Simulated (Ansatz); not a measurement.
# Re-Ti stack of (100) layers: lattice stability ahead of a resistivity run, part 3 of 3

The plan: relax Re-Ti stack of (100) layers, check its phonons, and, if the lattice is stable, compute its Eliashberg function and ρ(T).

Ansatz 0.2.0; DFT PBEsol, scalar-relativistic, plane waves, PAW; PAW set soft_1.

So far, highest frequency, solved or plainly interpolated (cm⁻¹): step 5 (phonons: q 2×2×1, k 6×6×1) 376; step 6 (k-mesh 9×9×1, q mesh 3×3×1) 322. Also lowest on path (cm⁻¹): step 5 -138; step 6 -109.

### Step 7. Coupling and resistivity: q 3×3×1, k 9×9×1, scattering 12×12×1

Phonons, couplings and the Boltzmann equation in one run.

Contents of input.yaml:

```yaml
crystal:
  lattice:
    - [2.5294780934, 0.0, 0.0]
    - [0.0, 2.5294780934, 0.0]
    - [0.0, 0.0, 27.9332573082]
  atoms:
    - { symbol: Re, position: [0.0, 0.0, 0.1951186408] }
    - { symbol: Ti, position: [0.5, 0.5, 0.2726617493] }
  periodic: [true, true, false]
kpoints:
  mp_grid: { grid: [9, 9, 1] }
hamiltonian:
  xc: pbesol
  pseudopotentials: { kind: paw, azcp: { folder: soft_1 }, xc_functional: pbe }
scf:
  occupations: { method: methfessel_paxton, width: 0.2 }
output:
  eigenvalues: true
phonons:
  method: dfpt
  qmesh: [3, 3, 1]
  temperatures: { t_max: 1000, t_step: 50 }
  qpath:
    path: [[0.0, 0.0, 0.0], [0.0, 0.5, 0.0], [0.5, 0.5, 0.0], [0.0, 0.0, 0.0]]
    npoints: 10
  electrical_resistivity:
    mesh: [12, 12, 1]
    temperatures: [20.0, 50.0, 77.0, 100.0, 150.0, 200.0, 300.0, 400.0, 600.0, 800.0]
```

Run with:

```bash
> ansatz run input.yaml --threads 4 --pin off --max-ram 12288MiB --backend cpu --events-out ev --progress --plain --runs-dir out
```

What it wrote:

```text
[the first part of the log is left out]
  E_hartree    = 29396.619337
  E_xc         = -467.770907
  E_vxc        = -432.792924  (∫ρ·V_xc dr)
  E_paw        = -9595.068956  (= ΣΔE_a)
  E_vpaw       = -330.026112  (= ΣTr[D̂ρ^β])
  E_aug_tail   = -0.000026  (compensation charges beyond the density's cutoff)
  E_ewald      = 26366.756067
  E_core_change = 0.372711  (= ΣΔE_core)
  E_smearing   = -0.014050  (= −TS)
  E_closure    = -0.000000  (closes the sum)
  Σ components = -13209.944440   (vs F -13209.944440, Δ=0.00e0)
--- Band table (eV; the first three rows and the last of 15) ---
  k-point 0: bands = ["-85.0732", "-61.1735", "-46.9081", "-46.2563", "-46.2563", "-37.6303", "-36.8469", "-36.8469", "-12.8122", "-10.1532", "-9.5329", "-6.4499", "-6.0835", "-4.9489", "-4.3585", "-3.5797", "-3.5797", "-1.1620 (-1.1620°)", "-1.1620 (-1.1620°)", "-0.9536 (-0.9536°)", "-0.3324", "-0.3192"]
  k-point 1: bands = ["-85.0602", "-61.1510", "-46.8893", "-46.4317", "-46.2416", "-37.6123", "-36.9969", "-36.8339", "-12.3579", "-9.7787", "-9.1903", "-6.4931", "-5.8278", "-5.1909", "-4.7143", "-3.5018", "-3.4099", "-1.6629 (-1.6629°)", "-0.9983 (-0.9983°)", "-0.9762 (-0.9764°)", "-0.6142", "-0.0064"]
  k-point 2: bands = ["-85.0272", "-61.0934", "-46.8621", "-46.8402", "-46.2041", "-37.5668", "-37.3670", "-36.8010", "-11.3868", "-8.9708", "-7.9399", "-7.1796", "-5.7433", "-5.1752", "-4.2494", "-3.3619", "-3.1920", "-2.8004", "-1.3081", "-0.9443", "-0.2925", "0.8588"]
  k-point 14: bands = ["-84.8586", "-60.8014", "-47.4392", "-47.4353", "-46.5996", "-37.8507", "-37.8463", "-37.3446", "-10.9458", "-8.2712", "-8.1444", "-7.9738", "-4.1261", "-3.7513", "-3.0670", "-2.0234", "0.0112", "0.7133", "1.2277", "3.5110", "4.6095", "5.7985"]
  ° read free of the cell's end (the report's vacuum.weakly_bound_levels)
--- Phonons (Γ-DFPT): 4 representative perturbations + reference (Σ response iterations 20) ---
  ASR residual: 2.144e-5 → 0.000e0 eV/Å²; symmetrization residual: 6.175e-8 eV/Å²
  ASR residual per site (eV/Å²): 2.14e-5 1.53e-5
  Γ frequencies (cm⁻¹): 0.00 0.00 0.00 46.57 46.57 225.11
--- Phonons (arbitrary-q DFPT): 3 irreducible q on the 3×3×1 mesh ---
  q = [0.0000, 0.0000, 0.0000] (star 1, of the zone-centre solve; hermiticity 1.74e-8, symmetrization 2.15e-12): -0.00 0.00 0.00 46.57 46.57 225.11
  q = [0.0000, 0.3333, 0.0000] (star 4, 6 solved perturbations on 45 of 81 k-point pairs; hermiticity 2.35e-8, symmetrization 9.99e-11): -93.55 -81.67 73.82 161.08 216.82 276.25
  q = [0.3333, 0.3333, 0.0000] (star 4, 4 solved perturbations in 252 linear systems a pass and spin channel, the states on 81 of 81 k-point pairs; hermiticity 1.92e-8, symmetrization 9.56e-11): 112.32 147.70 163.73 195.89 270.98 281.77
  sum rule: each row above includes the acoustic sum rule's correction from the zone centre's row sums; it moved no ω² by more than (0.29 cm⁻¹)²
  mesh force constants: q→R imaginary residual 0.00e0; ASR residual 2.144e-5 → 0.000e0 eV/Å²; symmetrization residual 5.329e-15 eV/Å²
  interpolated dispersion: 31 rows × 6 modes
  density of states and harmonic sums: on the 24×24×1 q-mesh, interpolated from the force constants of a 3×3×1 supercell (no non-analytic term)
  largest difference from the sums on the solved wave vectors: F 1.38e-1 eV, S 1.83e-4 and C_V 4.79e-5 eV/K
  zero-point energy: 0.055129 eV/cell   skipped modes (ω ≤ 0): 69, of them read as no rigid motion or as one in doubt: 66 (6.944e-1 modes/cell left out, lowest -108.65 cm⁻¹)   left out of the sums: 1.17e-1 of the cell's modes: C_V's classical limit lies that fraction below 3 k_B per atom; for a crystal, a wire or a layer, F and S can be off by more, and a phonons.interpolated_qmesh denser along its periods is the remedy for the sampling
Error: electrical resistivity: the mode of lowest frequency at the wavevector [0.0000, -0.5000, 0.0000] is imaginary, -108.65 cm⁻¹ (written negative): the force constants describe an unstable lattice; relax the structure, enlarge phonons.supercell (under dfpt, kpoints.mp_grid), or, with a block electrical_resistivity or superconductivity, name a file of force constants under which the crystal is stable (phonons.electron_phonon_force_constants)
The harmonic force constants that this run solved are whole in <dir>
```

The job ended after 72 s (4 threads of Arm Neoverse V1, shared host; peak memory 1 GiB).

The run ended with an error.

The program's message: “electrical resistivity: the mode of lowest frequency at the wavevector [0.0000, -0.5000, 0.0000] is imaginary, -108.65 cm⁻¹ (written negative): the force constants describe an unstable lattice; relax …”

The run stops because a mode is imaginary on the scattering mesh, where no scattering rate is defined; denser k meshes, other smearings and, between solved wavevectors, finer q meshes show whether the instability is real.

### Step 8. Outcome

| Quantity | Value |
| --- | --- |
| phonon run of the rows without a label of their own | PBEsol, q 3×3×1, k 9×9×1 |
| softest mode on the q mesh | -93.5 cm⁻¹ at q = (-0.333, 0, 0) |
| highest frequency, solved or plainly interpolated | 322 cm⁻¹ |

The lattice is dynamically unstable at this level: a mode at q = (-0.333, 0, 0) is imaginary, 93.5i cm⁻¹, so no harmonic coupling constant or resistivity is defined for this structure. These meshes are coarse, and single modes of a metal can move by tens of cm⁻¹ with the k mesh. The coarser mesh found an imaginary mode at another wavevector, which this mesh lacks. Spin–orbit coupling, left out here, matters for Re. The phonon runs are not spin-polarised. The PAW files were made for PBE; under other functionals the run regenerates their frozen core. The structure was built by hand as an ordered model, and its stability against other phases was not tested.

[Logs are printed without paths, hosts, clocks, repeated set-up lines and the standing remarks that a program may print on its own settings, such as how far it seeks lower states.]

[Hosts, paths, dates, database ids (printed as entryN), source tags and the programs' standing remarks are cut or masked in the printed files.]
